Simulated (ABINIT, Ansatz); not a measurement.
# Quasiparticle gap of K2NaYF6 (Fm-3m) in ABINIT

Wanted: ground state, empty states, screening and self-energy for K2NaYF6 (Fm-3m).

Main program and level: ABINIT 10.8.3; PBEsol and many-body steps on it, plane waves.

## Step 1: Set-up

It takes space group Fm-3m (No. 225, cubic). The conventional cell has a = 8.917 Å, b = 8.917 Å, c = 8.917 Å, α = 90.00°, β = 90.00°, γ = 90.00°. K has 12 F at 3.15 Å nearest. Na has 6 F at 2.28 Å nearest. Nearest to Y lie 6 F at 2.18 Å. F has 1 Y at 2.18 Å and 1 Na at 2.28 Å and 4 K at 3.15 Å nearest. Farther neighbours and most contacts between anions are not listed.

Structure file:

```cif
data_structure
_symmetry_space_group_name_H-M 'P 1'
_symmetry_Int_Tables_number 1
_cell_length_a 6.3050
_cell_length_b 6.3050
_cell_length_c 6.3050
_cell_angle_alpha 60.000
_cell_angle_beta 60.000
_cell_angle_gamma 60.000
_cell_volume 177.23
loop_
_atom_site_label
_atom_site_type_symbol
_atom_site_fract_x
_atom_site_fract_y
_atom_site_fract_z
_atom_site_occupancy
K1 K 0.75000 0.75000 0.75000 1
K2 K 0.25000 0.25000 0.25000 1
Na3 Na 0.50000 0.50000 0.50000 1
Y4 Y 0.00000 0.00000 0.00000 1
F5 F 0.75560 0.24440 0.24440 1
F6 F 0.24440 0.24440 0.75560 1
F7 F 0.24440 0.75560 0.75560 1
F8 F 0.24440 0.75560 0.24440 1
F9 F 0.75560 0.24440 0.75560 1
F10 F 0.75560 0.75560 0.24440 1
```

The cell and positions are those that the Materials Project relaxed with its own functionals (PBE, PBE+U or r2SCAN), kept fixed.

## Step 2: Ground state

This step: ABINIT 10.8.3; DFT, PBEsol, plane waves, norm-conserving pseudopotentials.

The ground-state density comes first.

Input file run.abi:

```
acell 3*1.0 Angstrom
rprim 
  -0.000000000000 4.458286000000 4.458286000000
  4.458286000000 0.000000000000 4.458286000000
  4.458286000000 4.458286000000 0.000000000000
ntypat 4
znucl 19 11 39 9
natom 10
typat 1 1 2 3 4 4 4 4 4 4
xred 
  0.750000000000 0.750000000000 0.750000000000
  0.250000000000 0.250000000000 0.250000000000
  0.500000000000 0.500000000000 0.500000000000
  0.000000000000 -0.000000000000 0.000000000000
  0.755598000000 0.244402000000 0.244402000000
  0.244402000000 0.244402000000 0.755598000000
  0.244402000000 0.755598000000 0.755598000000
  0.244402000000 0.755598000000 0.244402000000
  0.755598000000 0.244402000000 0.755598000000
  0.755598000000 0.755598000000 0.244402000000
pp_dirpath "pseudos"
pseudos "K.upf, Na.upf, Y.upf, F.upf"
ecut 38
ngkpt 4 4 4
nshiftk 1
shiftk 0 0 0
kptopt 1
chksymbreak 0
nband 49
occopt 1
tolvrs 1e-10
nstep 60
prtwf 0
optforces 0
optstress 0
indata_prefix "in"
outdata_prefix "out"
tmpdata_prefix "tmp"
```

Launch:

```bash
> OMP_NUM_THREADS=1 mpirun -n 4 abinit run.abi > log
```

Numbers of over 12 decimals in the logs are rounded to 6 here.

The program printed:

```text
.Version 10.8.3 of ABINIT. v10.8.2 released Aug 2026.

 Symmetries : space group Fm -3 m (#225); Bravais cF (face-center cubic)
================================================================================
 Values of the parameters that define the memory need of the present run
     intxc =       0    ionmov =       0      iscf =       7    lmnmax =       6
     lnmax =       6     mgfft =      72  mpssoang =       3    mqgrid =    3001
     natom =      10  nloc_mem =       1    nspden =       1   nspinor =       1
    nsppol =       1      nsym =      48    n1xccc =    2501    ntypat =       4
    occopt =       1   xclevel =       2
-    mband =          49        mffmem =           1         mkmem =           2
       mpw =       13415          nfft =      373248          nkpt =           8
================================================================================
  Rough estimation (10% accuracy) of disk space for files :
================================================================================

--------------------------------------------------------------------------------
------------- Echo of variables that govern the present computation ------------
--------------------------------------------------------------------------------
 -outvars: echo values of preprocessed input variables --------
            acell      1.8897261259E+00  1.8897261259E+00  1.8897261259E+00 Bohr

      chksymbreak           0
             ecut      3.80000000E+01 Hartree
-          fftalg         312

              ixc     -116133
              kpt      0.00000000E+00  0.00000000E+00  0.00000000E+00
                       2.50000000E-01  0.00000000E+00  0.00000000E+00
                       5.00000000E-01  0.00000000E+00  0.00000000E+00
                       2.50000000E-01  2.50000000E-01  0.00000000E+00
                       5.00000000E-01  2.50000000E-01  0.00000000E+00
                      -2.50000000E-01  2.50000000E-01  0.00000000E+00
                       5.00000000E-01  5.00000000E-01  0.00000000E+00
                      -2.50000000E-01  5.00000000E-01  2.50000000E-01
         kptrlatt        4    0    0      0    4    0      0    0    4
          kptrlen      4.76586550E+01
P           mkmem           2
            natom          10
            nband          49
            ngfft          72      72      72
             nkpt           8
            nstep          60
             nsym          48
           ntypat           4
              occ      2.000000  2.000000  2.000000  2.000000  2.000000  2.000000
                       2.000000  2.000000  2.000000  2.000000  2.000000  2.000000
                       2.000000  2.000000  2.000000  2.000000  2.000000  2.000000
                       2.000000  2.000000  2.000000  2.000000  2.000000  2.000000
                       2.000000  2.000000  2.000000  2.000000  2.000000  2.000000
                       2.000000  2.000000  2.000000  2.000000  2.000000  2.000000
                       2.000000  2.000000  2.000000  2.000000  0.000000  0.000000
                       0.000000  0.000000  0.000000  0.000000  0.000000  0.000000
                       0.000000
        optforces           0
        optstress           0
            prtwf           0
            rprim     -0.0000000000E+00  4.4582860000E+00  4.4582860000E+00
                       4.4582860000E+00  0.0000000000E+00  4.4582860000E+00
                       4.4582860000E+00  4.4582860000E+00  0.0000000000E+00
          spgroup         225

           tolvrs      1.00000000E-10

             xred      7.5000000000E-01  7.5000000000E-01  7.5000000000E-01
                       2.5000000000E-01  2.5000000000E-01  2.5000000000E-01
[...]
znucl       19.00000   11.00000   39.00000    9.00000

================================================================================

 chkinp: Checking input parameters for consistency.

================================================================================
== DATASET  1 ==================================================================
-   mpi_nproc: 4, omp_nthreads: 1 (-1 if OMP is not activated)

--- !DatasetInfo
iteration_state: {dtset: 1, }
dimensions: {natom: 10, nkpt: 8, mband: 49, nsppol: 1, nspinor: 1, nspden: 1, mpw: 13415, }
cutoff_energies: {ecut:  38.0, pawecutdg:  -1.0, }
electrons: {nelect:   8.00000000E+01, charge:   0.00000000E+00, occopt:   1.00000000E+00, tsmear:   1.00000000E-02, }

 Real(R)+Recip(G) space primitive vectors, cartesian coordinates (Bohr,Bohr^-1):
 R(1)=  0.0000000  8.4249395  8.4249395  G(1)= -0.0593476  0.0593476  0.0593476
 R(2)=  8.4249395  0.0000000  8.4249395  G(2)=  0.0593476 -0.0593476  0.0593476
 R(3)=  8.4249395  8.4249395  0.0000000  G(3)=  0.0593476  0.0593476 -0.0593476
 Unit cell volume ucvol=  1.1959978E+03 bohr^3
 Angles (23,13,12)=  6.00000000E+01  6.00000000E+01  6.00000000E+01 degrees

 getcut: wavevector=  0.0000  0.0000  0.0000  ngfft=  72  72  72
         ecut(hartree)=     38.000   => boxcut(ratio)=   2.17768

--- Pseudopotential description ------------------------------------------------
- K Generated using ONCVPSP code by D. R. Hamann
- 19.00000   9.00000  180301                  znucl, zion, pspdat
12 -116133 2 -1 2250                          pspcod,pspxc,lmax,lloc,mmax
     nproj     2     2     2
  pspatm : epsatm=    8.32504554
[...]
--- l  ekb(1:nproj) -->
[...]
2   -2.394754
 pspatm: atomic psp has been read  and splines computed

   5.91333182E+03                                ecore*ucvol(ha*bohr**3)
--------------------------------------------------------------------------------

_setup2: Arith. and geom. avg. npw (full set) are   13382.516   13382.478

================================================================================

--- !BeginCycle
iteration_state: {dtset: 1, }
solver: {iscf: 7, nstep: 60, nline: 4, wfoptalg: 0, }
tolerances: {tolvrs: 1.00E-10, }

     iter   Etot(hartree)      deltaE(h)  residm     vres2
 ETOT  1  -293.87615320848    -2.939E+02 1.950E-01 2.132E+03
 ETOT  2  -294.04393884686    -1.678E-01 3.448E-02 1.713E+03
 ETOT  3  -294.44052997989    -3.966E-01 1.184E-02 1.644E+02
 ETOT  4  -294.45699974673    -1.647E-02 3.738E-03 7.414E+00
 ETOT  5  -294.45718862294    -1.889E-04 3.252E-03 1.096E+00
 ETOT  6  -294.45723023819    -4.162E-05 5.890E-04 2.304E-01
 ETOT  7  -294.45723959236    -9.354E-06 4.401E-04 2.509E-02
 ETOT  8  -294.45724078104    -1.189E-06 2.200E-04 5.568E-04
 ETOT  9  -294.45724079790    -1.686E-08 2.021E-04 3.326E-05
 ETOT 10  -294.45724079881    -9.111E-10 8.328E-05 1.811E-06
 ETOT 11  -294.45724079890    -8.134E-11 9.327E-05 2.812E-07
 ETOT 12  -294.45724079893    -3.223E-11 3.733E-05 1.150E-08
 ETOT 13  -294.45724079890     2.905E-11 4.248E-05 2.362E-10
 ETOT 14  -294.45724079893    -2.660E-11 1.668E-05 1.552E-11

 At SCF step   14       vres2   =  1.55E-11 < tolvrs=  1.00E-10 =>converged.

--- !ResultsGS
iteration_state: {dtset: 1, }
comment   : Summary of ground state results
lattice_vectors:
- [ -0.0000000,   8.4249395,   8.4249395, ]
- [  8.4249395,   0.0000000,   8.4249395, ]
- [  8.4249395,   8.4249395,   0.0000000, ]
lattice_lengths: [  11.91466,   11.91466,   11.91466, ]
lattice_angles: [ 60.000,  60.000,  60.000, ] # degrees, (23, 13, 12)
lattice_volume:   1.1959978E+03
convergence: {deltae: -2.660E-11, res2:  1.552E-11, residm:  1.668E-05, diffor:  0.000E+00, }
etotal    :  -2.94457241E+02
entropy   :   0.00000000E+00
fermie    :  -2.83630979E-02
cartesian_stress_tensor: null
pressure_GPa: null
xred      :
- [  7.5000E-01,   7.5000E-01,   7.5000E-01,  K]
- [  2.5000E-01,   2.5000E-01,   2.5000E-01,  K]
- [  5.0000E-01,   5.0000E-01,   5.0000E-01, Na]
- [  0.0000E+00,   0.0000E+00,   0.0000E+00,  Y]
- [  7.5560E-01,   2.4440E-01,   2.4440E-01,  F]
- [  2.4440E-01,   2.4440E-01,   7.5560E-01,  F]
- [  2.4440E-01,   7.5560E-01,   7.5560E-01,  F]
- [  2.4440E-01,   7.5560E-01,   2.4440E-01,  F]
- [  7.5560E-01,   2.4440E-01,   7.5560E-01,  F]
- [  7.5560E-01,   7.5560E-01,   2.4440E-01,  F]
cartesian_forces: null
force_length_stats: {min: null, max: null, mean: null, }

 Integrated electronic density in atomic spheres:
 ------------------------------------------------
 Atom  Sphere_radius  Integrated_density
[...]
================================================================================

 ----iterations are completed or convergence reached----

 Mean square residual over all n,k,spin=   86.316E-09; max=  16.678E-06
 reduced coordinates (array xred) for   10 atoms
[...]
0.244402000000      0.244402000000      0.755598000000
       0.244402000000      0.755598000000      0.755598000000
       0.244402000000      0.755598000000      0.244402000000
       0.755598000000      0.244402000000      0.755598000000
       0.755598000000      0.755598000000      0.244402000000
 rms dE/dt=  0.0000E+00; max dE/dt=  0.0000E+00; dE/dt below (all hartree)
    1       0.000000000000      0.000000000000      0.000000000000
    2       0.000000000000      0.000000000000      0.000000000000
    3       0.000000000000      0.000000000000      0.000000000000
    4       0.000000000000      0.000000000000      0.000000000000
    5       0.000000000000      0.000000000000      0.000000000000
    6       0.000000000000      0.000000000000      0.000000000000
    7       0.000000000000      0.000000000000      0.000000000000
    8       0.000000000000      0.000000000000      0.000000000000
    9       0.000000000000      0.000000000000      0.000000000000
   10       0.000000000000      0.000000000000      0.000000000000

 cartesian coordinates (angstrom) at end:
[...]
6      4.458286     4.458286     2.179228
    7      6.737344     4.458286     4.458286
    8      4.458286     2.179228     4.458286
    9      4.458286     6.737344     4.458286
   10      4.458286     4.458286     6.737344
 length scales=  1.889726125908  1.889726125908  1.889726125908 bohr
              =  1.000000000000  1.000000000000  1.000000000000 angstroms
 prteigrs : about to open file out_EIG
 Fermi (or HOMO) energy (hartree) =  -0.02836   Average Vxc (hartree)=  -0.31777
 Eigenvalues (hartree) for nkpt=   8  k points:
 kpt#   1, nband= 49, wtk=  0.01563, kpt=  0.0000  0.0000  0.0000 (reduced coord)
  -1.72333   -1.42182   -0.99764   -0.99727   -0.76163   -0.76163   -0.76163   -0.72917
  -0.72544   -0.72544   -0.69882   -0.69882   -0.69882   -0.64889   -0.64889   -0.64889
  -0.39410   -0.39410   -0.39410   -0.39198   -0.39198   -0.39198   -0.09472   -0.07924
  -0.07924   -0.07832   -0.07832   -0.07832   -0.06070   -0.06070   -0.06070   -0.04304
  -0.04304   -0.04304   -0.03568   -0.03568   -0.03568   -0.02836   -0.02836   -0.02836
   0.19805    0.27580    0.27580    0.27580    0.31258    0.31258    0.33170    0.33170
   0.33170
 prteigrs : prtvol=0 or 1, do not print more k-points.

--- !EnergyTerms
iteration_state     : {dtset: 1, }
comment             : Components of total free energy in Hartree
kinetic             :  1.56603249880618E+02
hartree             :  9.15189618212532E+01
xc                  : -6.00296116826013E+01
Ewald energy        : -1.78498301338636E+02
psp_core            :  4.94426655949022E+00
local_psp           : -2.91217039054184E+02
non_local_psp       : -1.77787669848655E+01
total_energy        : -2.94457240798925E+02
total_energy_eV     : -8.01258971230539E+03
band_energy         : -3.40432612326153E+01

== END DATASET(S) ==============================================================
================================================================================

 -outvars: echo values of variables after computation  --------
           etotal     -2.9445724080E+02
            nband          49
             nkpt           8
          spgroup         225
 [... the other variables as echoed above ...]

 Calculation completed.
```

Elapsed: 94 s, on 4 MPI ranks of Arm Neoverse V2, shared host; peak memory 0.66 GiB.

This step gave:

```
total energy               : -8012.5897 eV
gap                        : 6.161 eV
k of the valence top       : 0, 0, 0
k of the conduction bottom : 0, 0, 0
least direct gap           : 6.161 eV
```

The gap is direct, at Γ.

## Step 3: Empty states on the mesh, 2×2×2 mesh, 556 bands

The sums over transitions need many empty states on a uniform mesh; this step solves for them.

run.abi, as its differences from that of step 2:

```diff
@@ -23,3 +23,3 @@
 ecut 38
-ngkpt 4 4 4
+ngkpt 2 2 2
 nshiftk 1
@@ -28,9 +28,10 @@
 chksymbreak 0
-nband 49
-occopt 1
-tolvrs 1e-10
+iscf -2
+irdden 1
+istwfk *1
+nband 556
+nbdbuf 50
+tolwfr 1e-09
 nstep 60
-prtwf 0
-optforces 0
-optstress 0
+prtvol 0
 indata_prefix "in"
```

Launch:

```bash
> OMP_NUM_THREADS=1 mpirun -n 3 abinit run.abi > log
```

The program printed:

```text
.Version 10.8.3 of ABINIT. v10.8.2 released Aug 2026.

 Symmetries : space group Fm -3 m (#225); Bravais cF (face-center cubic)
[... echo of the input left out ...]
== DATASET  1 ==================================================================
-   mpi_nproc: 3, omp_nthreads: 1 (-1 if OMP is not activated)

--- !DatasetInfo
iteration_state: {dtset: 1, }
dimensions: {natom: 10, nkpt: 3, mband: 556, nsppol: 1, nspinor: 1, nspden: 1, mpw: 13424, }
cutoff_energies: {ecut:  38.0, pawecutdg:  -1.0, }
electrons: {nelect:   8.00000000E+01, charge:   0.00000000E+00, occopt:   1.00000000E+00, tsmear:   1.00000000E-02, }

 Real(R)+Recip(G) space primitive vectors, cartesian coordinates (Bohr,Bohr^-1):
 R(1)=  0.0000000  8.4249395  8.4249395  G(1)= -0.0593476  0.0593476  0.0593476
 R(2)=  8.4249395  0.0000000  8.4249395  G(2)=  0.0593476 -0.0593476  0.0593476
 R(3)=  8.4249395  8.4249395  0.0000000  G(3)=  0.0593476  0.0593476 -0.0593476
 Unit cell volume ucvol=  1.1959978E+03 bohr^3
 Angles (23,13,12)=  6.00000000E+01  6.00000000E+01  6.00000000E+01 degrees

 getcut: wavevector=  0.0000  0.0000  0.0000  ngfft=  72  72  72
         ecut(hartree)=     38.000   => boxcut(ratio)=   2.17768

--- Pseudopotential description ------------------------------------------------
- K Generated using ONCVPSP code by D. R. Hamann
- 19.00000   9.00000  180301                  znucl, zion, pspdat
12 -116133 2 -1 2250                          pspcod,pspxc,lmax,lloc,mmax
     nproj     2     2     2
  pspatm : epsatm=    8.32504554
         --- l  ekb(1:nproj) -->
             0   10.921326    0.816676
             1    4.431000    0.560368
             2   -3.384038   -1.043186
 pspatm: atomic psp has been read  and splines computed

- Na Generated using ONCVPSP code by D. R. Hamann
- 11.00000   9.00000  180301                  znucl, zion, pspdat
12 -116133 1 -1 2016                          pspcod,pspxc,lmax,lloc,mmax
     nproj     2     2     0
  pspatm : epsatm=    9.32918808
         --- l  ekb(1:nproj) -->
[...]
pspatm: atomic psp has been read  and splines computed

- Y Generated using ONCVPSP code by D. R. Hamann
- 39.00000  11.00000  180301                  znucl, zion, pspdat
12 -116133 2 -1 1746                          pspcod,pspxc,lmax,lloc,mmax
     nproj     2     2     2
  pspatm : epsatm=   18.54790575
         --- l  ekb(1:nproj) -->
[...]
pspatm: atomic psp has been read  and splines computed

- F Generated using ONCVPSP code by D. R. Hamann
-  9.00000   7.00000  180301                  znucl, zion, pspdat
12 -116133 2 -1 832                           pspcod,pspxc,lmax,lloc,mmax
     nproj     2     2     1
  pspatm : epsatm=    4.89824381
         --- l  ekb(1:nproj) -->
[...]
2   -2.394754
 pspatm: atomic psp has been read  and splines computed

[...]
1.01E-04  2.87E-04  7.97E-04  2.42E-04
 -1.7233E+00 -1.4218E+00 -9.9764E-01 -9.9727E-01 -7.6163E-01 -7.6163E-01
 -7.6163E-01 -7.2917E-01 -7.2544E-01 -7.2544E-01 -6.9882E-01 -6.9882E-01
 -6.9882E-01 -6.4889E-01 -6.4889E-01 -6.4889E-01 -3.9410E-01 -3.9410E-01
[...]
4.0534E+00  4.0534E+00  4.0697E+00  4.0729E+00  4.0729E+00  4.0729E+00
  4.0751E+00  4.0751E+00  4.1129E+00  4.1130E+00  4.1134E+00  4.1148E+00
  4.1308E+00  4.1314E+00  4.1330E+00  4.1740E+00
 prteigrs : prtvol=0 or 1, do not print more k-points.

--- !ResultsGS
iteration_state: {dtset: 1, }
comment   : Summary of ground state results
lattice_vectors:
- [ -0.0000000,   8.4249395,   8.4249395, ]
- [  8.4249395,   0.0000000,   8.4249395, ]
- [  8.4249395,   8.4249395,   0.0000000, ]
lattice_lengths: [  11.91466,   11.91466,   11.91466, ]
lattice_angles: [ 60.000,  60.000,  60.000, ] # degrees, (23, 13, 12)
lattice_volume:   1.1959978E+03
convergence: {deltae:  0.000E+00, res2:  0.000E+00, residm:  9.956E-10, diffor:  0.000E+00, }
etotal    :  -2.94457241E+02
entropy   :   0.00000000E+00
fermie    :  -2.83630979E-02
cartesian_stress_tensor: null
pressure_GPa: null
xred      :
- [  7.5000E-01,   7.5000E-01,   7.5000E-01,  K]
- [  2.5000E-01,   2.5000E-01,   2.5000E-01,  K]
- [  5.0000E-01,   5.0000E-01,   5.0000E-01, Na]
- [  0.0000E+00,   0.0000E+00,   0.0000E+00,  Y]
- [  7.5560E-01,   2.4440E-01,   2.4440E-01,  F]
- [  2.4440E-01,   2.4440E-01,   7.5560E-01,  F]
- [  2.4440E-01,   7.5560E-01,   7.5560E-01,  F]
- [  2.4440E-01,   7.5560E-01,   2.4440E-01,  F]
- [  7.5560E-01,   2.4440E-01,   7.5560E-01,  F]
- [  7.5560E-01,   7.5560E-01,   2.4440E-01,  F]
cartesian_forces: null
force_length_stats: {min: null, max: null, mean: null, }

 Integrated electronic density in atomic spheres:
 ------------------------------------------------
 Atom  Sphere_radius  Integrated_density
[...]
================================================================================

 ----iterations are completed or convergence reached----

 Mean square residual over all n,k,spin=   47.496E-11; max=  99.562E-11
 reduced coordinates (array xred) for   10 atoms
[...]
0.755598000000      0.244402000000      0.755598000000
       0.755598000000      0.755598000000      0.244402000000

 cartesian coordinates (angstrom) at end:
    1      6.687429     6.687429     6.687429
[...]
10      4.458286     4.458286     6.737344
 length scales=  1.889726125908  1.889726125908  1.889726125908 bohr
              =  1.000000000000  1.000000000000  1.000000000000 angstroms
 prteigrs : about to open file out_EIG
 Eigenvalues (hartree) for nkpt=   3  k points:
 kpt#   1, nband=556, wtk=  0.12500, kpt=  0.0000  0.0000  0.0000 (reduced coord)
[...]
3.99839    4.00466    4.01440    4.05336    4.05336    4.05336    4.06966    4.07285
   4.07285    4.07286    4.07507    4.07509    4.11291    4.11302    4.11340    4.11478
   4.13081    4.13139    4.13298    4.17399
 prteigrs : prtvol=0 or 1, do not print more k-points.

== END DATASET(S) ==============================================================
================================================================================

 -outvars: echo values of variables after computation  --------
            nband         556
             nkpt           3
          spgroup         225
 [... the other variables as echoed above ...]

 Calculation completed.
```

Wall time 9.3 min (3 MPI ranks); peak memory 0.77 GiB.

This step gave:

```yaml
gap: 6.161 eV
k_of_the_valence_top: 0, 0, 0
k_of_the_conduction_bottom: 0, 0, 0
least_direct_gap: 6.161 eV
k_points_computed: 3
lowest_point_of_the_top_converged_band_above_the_valence_top: 105.8994 eV
```

On this mesh the gap is 6.161 eV.

(Part 1 of 2 ends here.)

[Paths, hosts, dates, memory and timing lines, banners, echoed tables and standing remarks are left out of the program output.]

[Logs are printed without paths, hosts, clocks, repeated set-up lines and the standing remarks that a program may print on its own settings, such as how far it seeks lower states.]

[Runs of the session that timed out or met a known fault of the program may be left out.]

[Hosts, paths, dates, database ids (printed as entryN), source tags and the programs' standing remarks are cut or masked in the printed files.]

[G0W0 gaps are taken among the corrected bands and points alone; a level outside them can change the order at an edge.]

[Where Ansatz stands beside ABINIT at settings called matched, ABINIT's density can come from a denser mesh and the files from another edition; pairs whose starting gaps differed by over 0.03 eV were left out, so agreement reads better than it is.]
